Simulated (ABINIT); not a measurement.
# TiO2 (Rutile): a self-consistent loop beyond G0W0, cycle by cycle, part 3 of 3

How far does self-consistency move the gap of TiO2 (Rutile)?

ABINIT 10.8.3; LDA and many-body steps on it, plane waves. Known limits of the many-body steps: not at the basis limit; coarse k mesh.

So far. Step 10 (evGW, cycle 1): Against G0W0 in ABINIT (2×2×4 mesh, 109 bands, screening to 106.1 eV, Godby-Needs plasmon pole), the gap moves by +0.709 eV. Step 13 (evGW, cycle 2): Against the cycle before, the gap moves by +0.062 eV.

**14. Screening, 2×2×4 mesh, 109 bands, screening to 106.1 eV**

This step: RPA screening on LDA, plane waves, norm-conserving pseudopotentials.

run.abi

```
acell 3*1.0 Angstrom
rprim 
  4.592200000000 0.000000000000 0.000000000000
  0.000000000000 4.592200000000 0.000000000000
  0.000000000000 0.000000000000 2.957400000000
ntypat 2
znucl 22 8
natom 6
typat 1 1 2 2 2 2
xred 
  0.000000000000 0.000000000000 0.000000000000
  0.500000000000 0.500000000000 0.500000000000
  0.304960000000 0.304960000000 0.000000000000
  0.195040000000 0.804960000000 0.500000000000
  0.695040000000 0.695040000000 0.000000000000
  0.804960000000 0.195040000000 0.500000000000
pp_dirpath "pseudos"
pseudos "Ti.upf, O.upf"
ecut 38
ngkpt 2 2 4
nshiftk 1
shiftk 0 0 0
kptopt 1
chksymbreak 0
istwfk *1
occopt 1
irdwfk 1
optdriver 3
nband 109
ecuteps 3.9
inclvkb 2
awtr 1
symchi 1
gwcalctyp 10
mbpt_sciss 2.399 eV
nqptdm 1
qptdm 
  0 0 0
indata_prefix "in"
outdata_prefix "out"
tmpdata_prefix "tmp"
```

Launch:

```
$ OMP_NUM_THREADS=1 mpirun -n 4 abinit run.abi > log
```

Numbers of over 12 decimals in the logs are rounded to 6 here.

The log of the run:

```text
.Version 10.8.3 of ABINIT. v10.8.2 released Aug 2026.

 Symmetries : space group P4_2/m n m (#136); Bravais tP (primitive tetrag.)
[... echo of the input left out ...]
== DATASET  1 ==================================================================
-   mpi_nproc: 4, omp_nthreads: 1 (-1 if OMP is not activated)

--- !DatasetInfo
iteration_state: {dtset: 1, }
dimensions: {natom: 6, nkpt: 9, mband: 109, nsppol: 1, nspinor: 1, nspden: 1, mpw: 4748, }
cutoff_energies: {ecut:  38.0, pawecutdg:  -1.0, }
[...]
[... chi0 elements left out ...]
 For q-point:  0.000010 0.000020 0.000030
  dielectric constant =   6.5614
  dielectric constant without local fields =   6.7970

  Average fulfillment of the sum rule on Im[epsilon] for q-point    1 :     60.36  [%]
[... wings left out ...]
== END DATASET(S) ==============================================================
================================================================================

 -outvars: echo values of variables after computation  --------
           etotal      0.0000000000E+00
            nband         109
             nkpt           9
          spgroup         136
 [... the other variables as echoed above ...]

 Calculation completed.
```

It took 21 s on 4 MPI ranks of Arm Neoverse V1, shared host; peak memory 1.1 GiB.

This step gave:

```
ε∞ with local fields, on this mesh, along the program's q direction : 6.561
the same without local fields                                       : 6.797
plasma frequency                                                    : 32.58 eV
plane waves in the screening matrix                                 : 161
```

This screening uses the functional's bands under a rigid shift, the mean opening of the cycle before.

**15. Screening, 2×2×4 mesh, 109 bands, screening to 106.1 eV**

This step: RPA screening on LDA from quasiparticle energies, plane waves, norm-conserving pseudopotentials.

run.abi: that of step 14 with these lines changed.

```diff
@@ -33,7 +33,14 @@
 symchi 1
+irdqps 1
 gwcalctyp 10
-mbpt_sciss 2.399 eV
-nqptdm 1
+nqptdm 8
 qptdm 
-  0 0 0
+  0.5000000000 0.0000000000 0.0000000000
+  0.5000000000 0.5000000000 0.0000000000
+  0.0000000000 0.0000000000 0.2500000000
+  0.5000000000 0.0000000000 0.2500000000
+  0.5000000000 0.5000000000 0.2500000000
+  0.0000000000 0.0000000000 0.5000000000
+  0.5000000000 0.0000000000 0.5000000000
+  0.5000000000 0.5000000000 0.5000000000
 indata_prefix "in"
```

mrgscr.stdin

```
2
merged
q0_SCR
out_SCR
1
```

Launch:

```
$ OMP_NUM_THREADS=1 mpirun -n 4 abinit run.abi > log; mrgscr < mrgscr.stdin
```

The log of the run:

```text
.Version 10.8.3 of ABINIT. v10.8.2 released Aug 2026.

 Symmetries : space group P4_2/m n m (#136); Bravais tP (primitive tetrag.)
[... echo of the input left out ...]
== DATASET  1 ==================================================================
-   mpi_nproc: 4, omp_nthreads: 1 (-1 if OMP is not activated)

--- !DatasetInfo
iteration_state: {dtset: 1, }
dimensions: {natom: 6, nkpt: 9, mband: 109, nsppol: 1, nspinor: 1, nspden: 1, mpw: 4748, }
cutoff_energies: {ecut:  38.0, pawecutdg:  -1.0, }
[...]
q-point number  1        q = ( 0.500000, 0.000000, 0.000000) [r.l.u.]
--------------------------------------------------------------------------------
[... chi0 elements left out ...]
  Average fulfillment of the sum rule on Im[epsilon] for q-point    2 :     66.20  [%]

--------------------------------------------------------------------------------
  q-point number  2        q = ( 0.500000, 0.500000, 0.000000) [r.l.u.]
--------------------------------------------------------------------------------
[... chi0 elements left out ...]
  Average fulfillment of the sum rule on Im[epsilon] for q-point    3 :     63.66  [%]

 [... 6 further q-points ...]
```

The job ended after 25 s (4 MPI ranks; peak memory 0.98 GiB; 1.7 min of CPU time).

This step gave:

| Item | Value |
| --- | --- |
| plasma frequency | 32.58 eV |
| plane waves in the screening matrix | 161 |

This screening reads the quasiparticle levels of the cycle before.

**16. evGW, cycle 3**

This step: evGW on LDA, plane waves, norm-conserving pseudopotentials.

run.abi: that of step 15 with these lines changed.

```diff
@@ -27,12 +27,10 @@
 irdwfk 1
-optdriver 3
+optdriver 4
 nband 109
-ecuteps 3.9
-inclvkb 2
-awtr 1
-symchi 1
-irdqps 1
 gwcalctyp 10
-nqptdm 8
-qptdm 
+ecutsigx 38
+symsigma 1
+nkptgw 9
+kptgw 
+  0.0000000000 0.0000000000 0.0000000000
   0.5000000000 0.0000000000 0.0000000000
@@ -45,2 +43,16 @@
   0.5000000000 0.5000000000 0.5000000000
+bdgw 
+  13 30
+  13 30
+  13 30
+  13 30
+  13 30
+  13 30
+  13 30
+  13 30
+  13 30
+ecuteps 3.9
+irdscr 1
+ppmodel 1
+irdqps 1
 indata_prefix "in"
```

Launch:

```
$ OMP_NUM_THREADS=1 mpirun -n 4 abinit run.abi > log
```

The log of the run:

```text
.Version 10.8.3 of ABINIT. v10.8.2 released Aug 2026.

 Symmetries : space group P4_2/m n m (#136); Bravais tP (primitive tetrag.)
[... echo of the input left out ...]
== DATASET  1 ==================================================================
-   mpi_nproc: 4, omp_nthreads: 1 (-1 if OMP is not activated)

--- !DatasetInfo
iteration_state: {dtset: 1, }
dimensions: {natom: 6, nkpt: 9, mband: 109, nsppol: 1, nspinor: 1, nspden: 1, mpw: 4748, }
cutoff_energies: {ecut:  38.0, pawecutdg:  -1.0, }
[...]
.  kptgw no:  3; Maximum DeltaE = (  -0.003  -0.000) for band index:  3
[...]
.  kptgw no:  8; Maximum DeltaE = (  -0.004   0.000) for band index:  1
.  kptgw no:  9; Maximum DeltaE = (  -0.004  -0.000) for band index:  1

== END DATASET(S) ==============================================================
================================================================================

 -outvars: echo values of variables after computation  --------
           etotal      0.0000000000E+00
            nband         109
             nkpt           9
          spgroup         136
 [... the other variables as echoed above ...]

 Calculation completed.
```

Run time: 87 s. Hardware: 4 MPI ranks; peak memory 1.5 GiB.

This step gave:

```yaml
quasiparticle_gap_on_the_mesh: 4.072 eV
gap_of_the_density_functional_on_the_mesh: 1.836 eV
k_of_the_valence_top: 0, 0, 0
k_of_the_conduction_bottom: 0.5, 0, 0.5
least_direct_quasiparticle_gap_on_the_computed_points: 4.133 eV
```

Against the cycle before, the gap moves by +0.009 eV.

**17. Side by side**

Times are wall times on 4 MPI ranks of Arm Neoverse V1, shared host, good to a factor of about two. A run's time includes the screening step that it read.

| run | mesh | bands | screening cutoff (eV) | DFT gap (eV) | gap on the mesh (eV) | direct (eV) | ε∞ used | time |
| --- | --- | --- | --- | --- | --- | --- | --- | --- |
| G0W0 | 2×2×4 | 109 | 106.1 | 1.836 | 3.292 | 3.369 | 9.36 | 59 s |
| evGW0, cycle 1 | 2×2×4 | 109 | 106.1 | 1.836 | 3.689 | 3.793 | 9.36 | 2.2 min |
| evGW0, cycle 2 | 2×2×4 | 109 | 106.1 | 1.836 | 3.582 | 3.636 | 9.36 | 2.2 min |
| evGW0, cycle 3 | 2×2×4 | 109 | 106.1 | 1.836 | 3.581 | 3.645 | 9.36 | 2.2 min |
| evGW, cycle 1 | 2×2×4 | 109 | 106.1 | 1.836 | 4.001 | 4.062 | 6.95 | 2.2 min |
| evGW, cycle 2 | 2×2×4 | 109 | 106.1 | 1.836 | 4.063 | 4.123 | 6.61 | 2.2 min |
| evGW, cycle 3 | 2×2×4 | 109 | 106.1 | 1.836 | 4.072 | 4.133 | 6.56 | 2.2 min |

**18. Results**

```json
{"G0W0": "3.292 eV", "evGW0, cycle 1": "3.689 eV", "evGW0, cycle 2": "3.582 eV", "evGW0, cycle 3": "3.581 eV", "evGW, cycle 1": "4.001 eV", "evGW, cycle 2": "4.063 eV", "evGW, cycle 3": "4.072 eV", "known limits": "not at the basis limit; coarse k mesh"}
```

**Reading.** Only the bands that the input lists are updated; the others, empty or deep, keep the functional's energies or take a rigid shift. The evGW loop starts from the last levels of evGW0, so its cycles and time come on top of those. evGW0 ends at 3.58 eV, +0.29 eV from G0W0, after 3 cycles that took 4.4 min beside the first screening; the last moved the gap by 0.001 eV. evGW ends at 4.07 eV, +0.78 eV from G0W0, after 3 cycles that took 6.7 min beside the first screening; the last moved the gap by 0.009 eV. The first cycle of evGW0 takes the full correction, without the factor Z, so it overshoots the one-shot value. Against experiment, by evGW, cycle 3: the gap of 4.07 eV lies +0.79 eV from the measured 3.28 eV (optical, 2023); the gap of 4.07 eV lies +1.04 eV from the measured 3.03 eV (kind not stated, quoted 2016); the gap of 4.07 eV lies +1.02 eV from the measured 3.05 eV (kind not stated, quoted 2021); the gap of 4.07 eV lies +0.98 eV from the measured 3.09 ± 0.06 eV (indirect, on SiO2 (quartz particles), 2024). An exciton line or allowed optical edge lies below the quasiparticle gap by the binding energy; a forbidden edge can push the onset above it. These are gaps on the mesh, at modest bands and cutoff. The calculation has static nuclei and no excitons; a measured gap holds zero-point and thermal motion, which mostly lowers it. Bands and cutoff are finite, so the gap is not at the basis limit. The miss can reach some tenths of an eV and take either sign; the mesh is an error of its own. The 2×2×4 mesh is coarse for this cell, which bears on the long-range parts of exchange and screening. In the updated screening the q = 0 part is built from Kohn-Sham bands under a rigid shift, the other q from the quasiparticle levels.

[Paths, hosts, dates, memory and timing lines, banners, echoed tables and standing remarks are left out of the program output.]

[Logs are printed without paths, hosts, clocks, repeated set-up lines and the standing remarks that a program may print on its own settings, such as how far it seeks lower states.]

[Runs of the session that timed out or met a known fault of the program may be left out.]

[Hosts, paths, dates, database ids (printed as entryN), source tags and the programs' standing remarks are cut or masked in the printed files.]

[G0W0 gaps are taken among the corrected bands and points alone; a level outside them can change the order at an edge.]

[Where Ansatz stands beside ABINIT at settings called matched, ABINIT's density can come from a denser mesh and the files from another edition; pairs whose starting gaps differed by over 0.03 eV were left out, so agreement reads better than it is.]
